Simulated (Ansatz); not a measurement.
Rows from a G0W0 calculation on LiF (Griceite) (Ansatz 0.2.0; G0W0 on PBE (exact-exchange fraction 0.6), plane waves, PAW; PAW set soft_1; 8×8×8 mesh, 68 empty bands, screening to 150 eV, PAW set soft_1 files), in eV. Spin-orbit coupling is left out.

```
row      Σx     Σc     Vxc     Z
  A   -2.53  -3.01   -5.60  0.93
  B  -32.05   3.54  -29.65  0.89
  C   -6.83  -2.61   -9.71  0.93
```

**Question.** Which rows are filled states and which are empty ones, and how can one tell?

Filled: B. Empty: A and C. The sign of Σc tells: for a filled state bare exchange, which holds its interaction with itself, lies below Vxc (Σx − Vxc is -2.4 eV or lower here) and screening gives part back as a positive Σc. For an empty state Σx lies above Vxc (+2.9 eV or more) and the Coulomb hole leaves Σc negative.

[Paths, hosts, dates, memory and timing lines, banners, echoed tables and standing remarks are left out of the program output.]

[Logs are printed without paths, hosts, clocks, repeated set-up lines and the standing remarks that a program may print on its own settings, such as how far it seeks lower states.]

[Runs of the session that timed out or met a known fault of the program may be left out.]

[Cells called generated may have been cut or substituted from an entry of the Crystallography Open Database or the Materials Project.]

[Hosts, paths, dates, database ids (printed as entryN), source tags and the programs' standing remarks are cut or masked in the printed files.]
